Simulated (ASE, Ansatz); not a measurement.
# Relaxing H20C8N2O9 (C2/c) (156 atoms)

Aim: bring H20C8N2O9 (C2/c) (156 atoms) to a nearby minimum of the energy and see what moves.

Calculated with Ansatz 0.2.0; Kohn-Sham DFT, r2SCAN+D3(BJ), PAW (set soft_2), plane waves.

## Step 1: The starting structure

The cell holds 156 atoms: 80 H, 32 C, 8 N and 36 O. Its edges and angles: a = 18.116 Å, b = 5.678 Å, c = 14.121 Å, α = 90.0°, β = 102.1°, γ = 90.0°. It derives from H20C8N2O9 (C2/c), repeated 1×1×1. H20C8N2O9, space group C2/c, structure from the Crystallography Open Database, 1 x 1 x 1 conventional cells; every coordinate displaced by a Gaussian of 0.02 Å; bonds to H set to neutron lengths (C-H 1.089, N-H 1.015, O-H 0.983, B-H 1.19 Å) where the listed ones are shorter.

What the set-up can't give: The cell is under 6 Å thick along one periodic direction, so every atom has periodic images of itself close by, which move with it and show among its neighbours and in g(r).

## Step 2: Single point at the start

A single point comes first, to see the forces before anything moves.

Contents of input.yaml:

```yaml
crystal:
  lattice:
    - [18.1163, 0.0, 0.0]
    - [0.0, 5.6775, 0.0]
    - [-2.95129, 0.0, 13.80884]
  atoms:
    - { symbol: H, position: [0.56247, 0.09293, 0.3211] }
    - { symbol: H, position: [0.4382, 0.09588, 0.17824] }
    - { symbol: H, position: [0.06135, 0.59933, 0.32111] }
    - { symbol: H, position: [0.93864, 0.6047, 0.17782] }
    - { symbol: H, position: [0.44041, 0.90456, 0.68245] }
    - { symbol: H, position: [0.56041, 0.89804, 0.82007] }
    - { symbol: H, position: [0.93995, 0.40374, 0.68043] }
    - { symbol: H, position: [0.05899, 0.40652, 0.82067] }
    - { symbol: H, position: [0.58387, 0.353, 0.27864] }
    - { symbol: H, position: [0.41657, 0.34551, 0.21944] }
    - { symbol: H, position: [0.08245, 0.85275, 0.27974] }
    - { symbol: H, position: [0.91938, 0.84833, 0.22123] }
    - { symbol: H, position: [0.41968, 0.65, 0.72375] }
    - { symbol: H, position: [0.58345, 0.65245, 0.78211] }
    - { symbol: H, position: [0.91623, 0.14994, 0.72179] }
    - { symbol: H, position: [0.08173, 0.14646, 0.77792] }
    - { symbol: H, position: [0.58591, 0.32098, 0.39756] }
    - { symbol: H, position: [0.41429, 0.32137, 0.10486] }
    - { symbol: H, position: [0.08505, 0.81512, 0.39519] }
    - { symbol: H, position: [0.91214, 0.81961, 0.10383] }
    - { symbol: H, position: [0.41327, 0.6826, 0.60501] }
    - { symbol: H, position: [0.58717, 0.67869, 0.89553] }
    - { symbol: H, position: [0.9146, 0.17227, 0.60555] }
    - { symbol: H, position: [0.08609, 0.18519, 0.89432] }
    - { symbol: H, position: [0.68333, 0.07799, 0.28399] }
    - { symbol: H, position: [0.31949, 0.07753, 0.21892] }
    - { symbol: H, position: [0.18353, 0.57184, 0.28526] }
    - { symbol: H, position: [0.81763, 0.57711, 0.21618] }
    - { symbol: H, position: [0.31659, 0.91748, 0.71786] }
    - { symbol: H, position: [0.68274, 0.92781, 0.78317] }
    - { symbol: H, position: [0.8168, 0.43139, 0.7167] }
    - { symbol: H, position: [0.18368, 0.42811, 0.7843] }
    [... 118 atom lines left out ...]
    - { symbol: O, position: [0.89827, 0.25565, 0.03668] }
    - { symbol: O, position: [0.10194, 0.25293, 0.46325] }
    - { symbol: O, position: [0.00123, 0.37885, 0.25038] }
    - { symbol: O, position: [0.49992, 0.88739, 0.25211] }
    - { symbol: O, position: [0.00086, 0.62345, 0.74944] }
    - { symbol: O, position: [0.50251, 0.11906, 0.75197] }
kpoints:
  mp_grid: { grid: [1, 2, 1] }
hamiltonian:
  xc: r2scan
  dispersion: d3bj
scf:
  occupations: { method: fixed }
output:
  forces: true
  stress: true
  populations: true
  dos:
    method: { smearing: { sigma: 0.15 } }
    de: 0.1
    projected: { site_lists: { C: [C], H: [H], "N": ["N"], O: [O] } }
  eigenvalues: true
```

The run is started by

```
ansatz run input.yaml --threads 4 --pin off --max-ram 8192MiB --backend cpu --events-out ev --progress --plain --runs-dir out
```

Numbers of over 12 decimals in the logs are rounded to 6 here.

The log of the run:

```text
Warning: the engine holds no damping parameters fitted to this dispersion correction and functional, so the run takes those fitted to r2scan beside the three-body term, which d3bj leaves out (hamiltonian.dispersion, under Limitations)
Engine: ansatz 0.2.0, aarch64-unknown-linux-gnu
Pseudopotentials: kind: paw
Pseudopotential: H, paw, valence charge 1, recommended cutoff 500 eV (meta_gga), H.paw.azcp
Pseudopotential: C, paw, valence charge 4, recommended cutoff 500 eV (meta_gga), C.paw.azcp
Pseudopotential: N, paw, valence charge 5, recommended cutoff 500 eV (meta_gga), N.paw.azcp
Pseudopotential: O, paw, valence charge 6, recommended cutoff 500 eV (meta_gga), O.paw.azcp
[... 6 lines on functional and potentials left out ...]
Crystal: 156 atoms, lattice volume = 1420.312 Å³
Basis set: ecut = 500 eV, 36067 PW (Γ), exchange–correlation on 540×180×432 points (64 copies of the dense FFT grid, shifted against one another)
Bands: 388, of which v1, the nominal top of the filled ones, is band 232 counted from 1 (231 counted from 0)
Symmetry: 1 space group operations
Space group: P1 (ITA 1), of the structure as read, at distance tolerance 1.1e-4 Å
k-points: 2
[... 12 lines on functional and potentials left out ...]
Initial density: superposition of atomic densities (neutral atoms: chi_scale 0, normalization atom), corrected by the library's trained network
Initial wavefunctions: pseudopotential atomic-orbital guess
Functional: x = r2scan, c = r2scan; τ floored in thin density (d = 2e-4 eV/Å³)
SCF iter   1: F=—  HF=-32889.067952 eV  |F-HF|=—  |Δ(HF+E_count)|=         —  Δρ=7.97e-3  dr2=8.62e-1  dr2_τ=1.31e1  ethr=1.77e-3  ⟨swp⟩=5.0  Hψ=2731  notcnv=0  defer=303
preconditioner: auto → Resta (q_TF=auto, 2.264 Å⁻¹)  ε∞=2.3  [insulator: Δε(μ)=3.795 eV  Ē_g=18.330 eV  n_scr=268 (ndim 8)  ℏωp=21.2 eV  f_vac=0.179  ε∞_Penn≈2.3]
SCF iter   2: F=—  HF=-32887.353258 eV  |F-HF|=—  |Δ(HF+E_count)|=    1.71e0  Δρ=4.14e-3  dr2=1.02e-1  dr2_τ=3.11e-2  ethr=1.86e-4  ⟨swp⟩=2.0  Hψ=1368  notcnv=0  defer=302
SCF iter   3: F=—  HF=-32887.333344 eV  |F-HF|=—  |Δ(HF+E_count)|=   1.99e-2  Δρ=1.72e-3  dr2=2.52e-2  dr2_τ=3.09e-3  ethr=2.19e-5  ⟨swp⟩=2.0  Hψ=914  notcnv=0  defer=308
SCF iter   4: F=—  HF=-32887.336653 eV  |F-HF|=—  |Δ(HF+E_count)|=   3.31e-3  Δρ=6.20e-4  dr2=4.63e-3  dr2_τ=6.82e-4  ethr=5.42e-6  ⟨swp⟩=2.0  Hψ=914  notcnv=0  defer=308
SCF iter   5: F=—  HF=-32887.336940 eV  |F-HF|=—  |Δ(HF+E_count)|=   2.86e-4  Δρ=2.31e-4  dr2=7.05e-4  dr2_τ=1.07e-4  ethr=9.99e-7  ⟨swp⟩=2.0  Hψ=948  notcnv=0  defer=308
SCF iter   6: F=—  HF=-32887.337121 eV  |F-HF|=—  |Δ(HF+E_count)|=   1.81e-4  Δρ=7.11e-5  dr2=8.12e-5  dr2_τ=6.82e-6  ethr=1.52e-7  ⟨swp⟩=2.0  Hψ=941  notcnv=0  defer=296
SCF iter   7: F=—  HF=-32887.337868 eV  |F-HF|=—  |Δ(HF+E_count)|=   7.47e-4  Δρ=5.74e-5  dr2=4.48e-5  dr2_τ=5.20e-6  ethr=1.75e-8  ⟨swp⟩=2.0  Hψ=942  notcnv=0  defer=296
SCF iter   8: F=—  HF=-32887.337871 eV  |F-HF|=—  |Δ(HF+E_count)|=   3.25e-6  Δρ=1.15e-5  dr2=1.70e-6  dr2_τ=1.71e-7  ethr=9.67e-9  ⟨swp⟩=2.0  Hψ=941  notcnv=0  defer=296
SCF iter   9: F=—  HF=-32887.337873 eV  |F-HF|=—  |Δ(HF+E_count)|=   2.31e-6  Δρ=5.92e-6  dr2=4.73e-7  dr2_τ=6.49e-8  ethr=3.66e-10  ⟨swp⟩=2.0  Hψ=921  notcnv=0  defer=296
SCF iter  10: F=-32887.337874 eV  HF=-32887.337874 eV  |F-HF|=4.74e-8  |Δ(HF+E_count)|=   2.27e-7  Δρ=2.32e-6  dr2=6.94e-8  dr2_τ=9.63e-9  ethr=2.16e-11  ⟨swp⟩=15.0  Hψ=6035  notcnv=0
SCF 1 converged in 10 iterations: F = -32887.337874 eV  dr2 = 6.94e-8
  greatest PAW one-centre occupation: 0.885 electrons in one spin orbital (limit 2), on the O atom at site 148 (counted from 0), in its partial waves of l = 0
SCF converged after 10 iterations
Free energy (F): -32887.337874 eV
Harris-Foulkes:  -32887.337874 eV  (|F-HF|=4.74e-8)
Internal energy: -32887.337874 eV  (E = F + TS)
E sigma→0 (E₀):  -32887.337874 eV
Fermi energy:    -0.173240 eV
--- Per-component energies (eV) ---
  E_band       = -3965.808503
  E_kinetic    = 11434.957076
  E_local      = -35947.950703  (includes V_loc(G=0)·N_el)
  E_nonlocal   = 3080.353529
  E_hartree    = 13177.772794
  E_xc         = -5316.286391
  E_vxc        = -7583.509896  (∫ρ·V_xc dr)
  E_paw        = -10086.225816  (= ΣΔE_a)
  E_vpaw       = -1791.568713  (= ΣTr[D̂ρ^β])
  E_aug_tail   = -0.000197  (compensation charges beyond the density's cutoff)
  E_vtau       = 486.372803  (kinetic-family band-sum trace: ∫τ·v_τ [+ j·A + Jᵃ·Aᵃ] dr)
  E_ewald      = -9223.432525
  E_disp       = -4.346493  (pairwise vdW)
  E_core_change = -2.179149  (= ΣΔE_core)
  E_smearing   = -0.000000  (= −TS)
  E_closure    = -0.000000  (closes the sum)
  Σ components = -32887.337874   (vs F -32887.337874, Δ=0.00e0)
--- Forces (eV/Å), atoms counted from 1 ---
  atom   1  H      0.02676199     0.10626238    -0.30046163
  atom   2  H      1.20365349    -1.92179561     0.67507729
  atom   3  H     -0.00160290    -0.87022175    -0.51729251
  atom   4  H      1.45088158    -2.22139741     0.56884350
  atom   5  H     -0.01716405     0.44926518    -0.22610882
  atom   6  H     -0.19680654     0.79781689    -0.11756455
  atom   7  H      0.61385602     0.69909995     0.02523453
  atom   8  H      0.41154408    -0.38115985    -0.36168081
  atom   9  H     -0.06664434     0.64808438    -1.22247159
  atom  10  H      0.14089860     1.63459696     2.65349542
  atom  11  H      0.20205279     0.85484149    -1.48747247
  atom  12  H      0.12840347     2.03871112     2.60986417
  atom  13  H     -0.46478352     0.33567731    -0.43152540
  atom  14  H     -0.09578044    -2.54037726    -3.26734827
[...]
atom 155  O     -2.17987078    -1.28461424     1.53333173
  atom 156  O     -1.08226705     0.39402714     0.45295753
  max |Σ_I F_I| component: 1.01e-4 eV/Å
--- Stress (GPa, compression-positive) ---
       -0.105317       0.006784       0.076911
        0.006784       2.416119      -0.039841
        0.076912      -0.039840       0.297828
  P = ⅓ Tr σ = 0.8695 GPa (8.695 kbar)
--- Band table (eV) ---
  k-point 0: bands = ["-23.7363", "-23.6554", "-23.6164", "-23.6023", [... 372 levels ...], "12.8593", "12.9239", "13.0091", "13.0729", "13.1450", "13.1900", "13.1984", "13.2289", "13.2766", "13.3274", "13.4473", "13.4714"]
  k-point 1: bands = ["-23.6125", "-23.5265", "-23.5158", "-23.5134", [... 372 levels ...], "12.9716", "13.0252", "13.0563", "13.0896", "13.1272", "13.1729", "13.2169", "13.2687", "13.3654", "13.3859", "13.4234", "13.4504"]
--- Löwdin populations: 156 sites ---
  site symbol       q [e]
     0      H      0.6508
     1      H      0.6367
     2      H      0.6450
[...]
155      O      6.7135
  spilling = 0.012476 (of n_electrons = 464.000000)
```

The job ended after 2.1 min (4 threads of Arm Neoverse V1, shared host; peak memory 5.7 GiB; 8 min of CPU time).

The program notes that it cut back its work space to fit the memory limit. Further notices: dispersion damping borrowed.

Read from the output:

* free energy: -32887.3379 eV
* free energy per atom: -210.8163 eV/atom
* SCF cycles: 10
* pressure: 0.8695 GPa
* r.m.s. force component: 0.9977 eV/Å
* longest force: 4.852 eV/Å
* Fermi energy: -0.1732 eV
* gap (highest filled to lowest empty level): 3.622 eV
* spilling of the projection: 0.01248

The r.m.s. force component of 1.00 eV/Å and the pressure of 0.87 GPa set the starting point.

Neighbours are counted within 1.21 Å (H-O), 1.34 Å (H-C), 1.27 Å (H-N), 1.73 Å (O-C), 1.85 Å (C-C), 1.79 Å (C-N).

Length of the force by element and coordination:

| element | coordination | atoms | mean length of the force (eV/Å) | spread | least | most |
| --- | --- | --- | --- | --- | --- | --- |
| C | all | 32 | 1.77 | 0.968 | 0.527 | 4.02 |
| C | 3 | 16 | 1.96 | 0.987 | 0.696 | 3.87 |
| C | 4 | 16 | 1.59 | 0.911 | 0.527 | 4.02 |
| H | all | 80 | 1.08 | 0.834 | 0.237 | 4.14 |
| N | all | 8 | 3.17 | 1.05 | 1.59 | 4.85 |
| O | all | 36 | 1.42 | 0.825 | 0.243 | 3.61 |
| O | 1 | 24 | 1.18 | 0.718 | 0.243 | 2.80 |
| O | 2 | 12 | 1.90 | 0.818 | 0.561 | 3.61 |

## Step 3: Relaxation

The atoms are relaxed in the fixed cell, aiming at the force tolerance of the input.

input.yaml, the sections that differ from step 2:

```yaml
output:
  forces: true
relax:
  f_tol: 0.05
  max_steps: 114
# crystal, kpoints, hamiltonian, scf: as in step 2
```

The log of the run:

```text
[...]
Crystal: 156 atoms, lattice volume = 1420.312 Å³
Basis set: ecut = 500 eV, 36067 PW (Γ), exchange–correlation on 540×180×432 points (64 copies of the dense FFT grid, shifted against one another)
Bands: 388, of which v1, the nominal top of the filled ones, is band 232 counted from 1 (231 counted from 0)
Symmetry: 1 space group operations
[...]
k-points: 2
[...]
SCF iter   1: F=—  HF=-32889.060243 eV  |F-HF|=—  |Δ(HF+E_count)|=         —  Δρ=8.01e-3  dr2=8.81e-1  dr2_τ=1.31e1  ethr=1.77e-3  ⟨swp⟩=5.0  Hψ=2467  notcnv=0  defer=302
[...]
SCF iter   3: F=—  HF=-32887.332531 eV  |F-HF|=—  |Δ(HF+E_count)|=   2.15e-2  Δρ=1.80e-3  dr2=2.58e-2  dr2_τ=2.94e-3  ethr=2.23e-5  ⟨swp⟩=2.0  Hψ=914  notcnv=0  defer=136
automatic band count: iteration 3 solves 302 bands in place of 388: the levels show a gap, and the empty bands left out lie too high to hold charge; the band table lists the bands solved (type scf.n_extra_bands for more)
SCF iter   4: F=—  HF=-32887.337414 eV  |F-HF|=—  |Δ(HF+E_count)|=   4.88e-3  Δρ=6.27e-4  dr2=4.75e-3  dr2_τ=7.05e-4  ethr=5.56e-6  ⟨swp⟩=2.0  Hψ=914  notcnv=0  defer=136
[...]
SCF iter   7: F=-32887.337842 eV  HF=-32887.337870 eV  |F-HF|=2.72e-5  |Δ(HF+E_count)|=   9.83e-5  Δρ=6.08e-5  dr2=5.07e-5  dr2_τ=5.68e-6  ethr=1.35e-8  ⟨swp⟩=5.0  Hψ=1928  notcnv=0
SCF 1 converged in 7 iterations: F = -32887.337842 eV  dr2 = 5.07e-5
[...]
relax step   1: F+E_penalty+E_count = -32887.33784236 eV  Δ(F+E_penalty+E_count) = +0.000e0 eV  max|allowed force component| = 4.622e0 eV/Å  Δτ_max = 0.0000 Å  (7 SCF iters, dr2 threshold 6.25e-5 eV, accepted)
[...]
relax step   2: F+E_penalty+E_count = -32889.64522671 eV  Δ(F+E_penalty+E_count) = -2.307e0 eV  max|allowed force component| = 2.154e0 eV/Å  Δτ_max = 0.1943 Å  (7 SCF iters, dr2 threshold 1.00e-4 eV, accepted)
[...]
relax step   3: F+E_penalty+E_count = -32890.52352621 eV  Δ(F+E_penalty+E_count) = -8.783e-1 eV  max|allowed force component| = 3.607e-1 eV/Å  Δτ_max = 0.2000 Å  (7 SCF iters, dr2 threshold 1.00e-4 eV, accepted)
[...]
relax step   4: F+E_penalty+E_count = -32890.57638206 eV  Δ(F+E_penalty+E_count) = -5.286e-2 eV  max|allowed force component| = 4.471e-2 eV/Å  Δτ_max = 0.0750 Å  (7 SCF iters, dr2 threshold 8.13e-6 eV, accepted)
[...]
relax step   5: F+E_penalty+E_count = -32890.57638335 eV  Δ(F+E_penalty+E_count) = -1.288e-6 eV  max|allowed force component| = 4.465e-2 eV/Å  Δτ_max = 0.0000 Å  (4 SCF iters, accepted)
[...]
SCF iter   2: F=-32890.576383 eV  HF=-32890.576383 eV  |F-HF|=6.25e-9  |Δ(HF+E_count)|=   5.83e-9  Δρ=7.56e-7  dr2=1.00e-8  dr2_τ=1.64e-9  ethr=8.97e-12  ⟨swp⟩=4.0  Hψ=1784  notcnv=0
SCF 6 converged in 2 iterations: F = -32890.576383 eV  dr2 = 1.00e-8
SCF converged after 2 iterations
Free energy (F): -32890.576383 eV
[...]
Internal energy: -32890.576383 eV  (E = F + TS)
E sigma→0 (E₀):  -32890.576383 eV
Fermi energy:    -0.306660 eV
[...]
--- Forces (eV/Å), atoms counted from 1 ---
  atom   1  H     -0.00398221     0.00737941     0.00245036
  atom   2  H     -0.01208579    -0.00420092     0.00106570
  atom   3  H     -0.00312126    -0.00646217    -0.00475109
  atom   4  H     -0.00445691    -0.01678383     0.00991567
  atom   5  H     -0.01367702     0.01239269     0.00390791
  atom   6  H     -0.00417737    -0.00031666    -0.00116150
  atom   7  H     -0.00052626     0.00757229    -0.00166570
  atom   8  H     -0.01160734    -0.00555400    -0.00166681
  atom   9  H      0.00770602    -0.01519188     0.01365193
  atom  10  H      0.00038365    -0.00394926    -0.01359216
  atom  11  H      0.00471788    -0.01392918     0.01267158
  atom  12  H     -0.00464647    -0.00749505    -0.00788705
  atom  13  H     -0.00406337     0.00483900    -0.01281678
  atom  14  H      0.00794501     0.01285371     0.01703298
[...]
atom 155  O      0.00159225     0.00773761     0.00461528
  atom 156  O      0.00033575     0.00373110    -0.01120917
  max |Σ_I F_I| component: 4.89e-5 eV/Å
--- Relaxed structure (5 steps of the walk, 5 accepted, 0 SCFs on fresh bases) ---
  F+E_penalty+E_count = -32890.57638335 eV   max|allowed force component| = 4.465e-2 eV/Å
  atoms:
    - { symbol: H, position: [0.557961, 0.090073, 0.316333] }
    - { symbol: H, position: [0.440045, 0.089447, 0.182689] }
    - { symbol: H, position: [0.058610, 0.593657, 0.315808] }
    - { symbol: H, position: [0.939537, 0.590499, 0.182372] }
[...]
- { symbol: O, position: [0.500857, 0.123524, 0.751302] }
```

Wall time 4.5 min (4 threads); peak memory 5.4 GiB.

Step by step:

| step | energy less that of the first step (eV) | largest force component (eV/Å) |
| --- | --- | --- |
| 1 | 0.0000 | 4.6223 |
| 2 | -2.3074 | 2.1537 |
| 3 | -3.1857 | 0.3607 |
| 4 | -3.2385 | 0.0447 |
| 5 | -3.2385 | 0.0447 |

The atoms that moved most (Å):

| atom | dx | dy | dz | length |
| --- | --- | --- | --- | --- |
| H33 | -0.104 | -0.105 | -0.020 | 0.149 |
| H53 | 0.137 | 0.029 | -0.044 | 0.147 |
| H55 | 0.135 | 0.037 | -0.035 | 0.144 |
| C95 | 0.057 | 0.067 | -0.114 | 0.144 |
| H47 | 0.032 | 0.038 | -0.124 | 0.134 |
| H56 | -0.097 | -0.010 | 0.082 | 0.128 |
| H51 | -0.096 | -0.023 | 0.078 | 0.126 |
| H41 | -0.055 | -0.098 | 0.054 | 0.124 |

The relaxation changed the energy by -20.8 meV/atom, and atoms moved by 0.072 Å r.m.s., 0.15 Å at most.

## Step 4: Structure statistics after relaxation

Density 1.35 g/cm³, 9.105 Å³ an atom.

g(r), total and by pair (bins of 0.2 Å):

| r (Å) | total | H-H | H-O | H-C | H-N | O-O | O-C |
| --- | --- | --- | --- | --- | --- | --- | --- |
| 0.90 | 0.39 | 0.00 | 1.65 | 0.00 | 0.00 | 0.00 | 0.00 |
| 1.10 | 3.02 | 0.00 | 1.50 | 7.65 | 20.15 | 0.00 | 0.00 |
| 1.30 | 0.94 | 0.00 | 0.00 | 0.00 | 0.00 | 0.00 | 9.88 |
| 1.50 | 0.71 | 0.28 | 0.64 | 0.00 | 0.00 | 0.00 | 0.00 |
| 1.70 | 1.14 | 3.27 | 1.16 | 0.00 | 0.00 | 0.00 | 0.00 |
| 1.90 | 0.29 | 0.00 | 0.80 | 0.48 | 0.00 | 0.00 | 0.00 |
| 2.10 | 0.83 | 0.00 | 0.00 | 3.12 | 3.28 | 0.00 | 0.00 |
| 2.30 | 0.81 | 1.51 | 0.28 | 0.31 | 0.00 | 2.75 | 1.39 |
| 2.50 | 0.91 | 2.30 | 0.26 | 0.00 | 0.00 | 1.05 | 1.33 |
| 2.70 | 0.79 | 0.20 | 1.21 | 0.75 | 1.91 | 2.85 | 0.00 |
| 2.90 | 0.81 | 0.97 | 1.20 | 0.56 | 0.00 | 0.30 | 0.46 |
| 3.10 | 0.79 | 1.08 | 1.60 | 0.34 | 0.00 | 0.48 | 0.34 |
| 3.30 | 1.42 | 0.96 | 1.32 | 1.64 | 2.00 | 3.25 | 1.21 |
| 3.50 | 1.09 | 0.63 | 1.02 | 0.87 | 2.32 | 1.98 | 1.91 |
| 3.70 | 1.02 | 1.36 | 0.92 | 1.07 | 0.51 | 1.33 | 1.15 |
| 3.90 | 0.92 | 0.86 | 0.89 | 1.25 | 0.28 | 0.65 | 0.73 |
| 4.10 | 0.93 | 0.74 | 0.48 | 1.22 | 1.43 | 0.10 | 1.17 |
| 4.30 | 1.00 | 0.54 | 1.50 | 1.15 | 0.14 | 0.69 | 0.65 |
| 4.50 | 1.16 | 1.22 | 1.34 | 1.04 | 0.56 | 0.42 | 1.50 |
| 4.70 | 1.03 | 1.01 | 1.25 | 1.20 | 0.63 | 0.48 | 0.92 |
| 4.90 | 1.01 | 1.20 | 0.83 | 0.88 | 1.21 | 0.81 | 1.18 |
| 5.10 | 0.96 | 0.47 | 1.15 | 1.32 | 1.06 | 1.47 | 0.72 |
| 5.30 | 1.03 | 0.66 | 1.06 | 1.31 | 0.65 | 1.18 | 1.13 |
| 5.50 | 0.99 | 0.95 | 1.11 | 0.91 | 0.53 | 0.95 | 1.14 |
| 5.70 | 1.18 | 1.67 | 0.75 | 0.94 | 1.13 | 1.55 | 1.16 |
| 5.90 | 0.84 | 1.12 | 0.71 | 0.61 | 0.78 | 0.67 | 1.03 |
| 6.10 | 0.82 | 0.91 | 1.01 | 0.75 | 1.44 | 0.52 | 0.46 |
| 6.30 | 1.10 | 0.98 | 1.41 | 1.04 | 0.96 | 1.02 | 0.92 |

(Part 1 of 2 ends here.)

[Logs are printed without paths, hosts, clocks, repeated set-up lines and the standing remarks that a program may print on its own settings, such as how far it seeks lower states.]

[Hosts, paths, dates, database ids (printed as entryN), source tags and the programs' standing remarks are cut or masked in the printed files.]
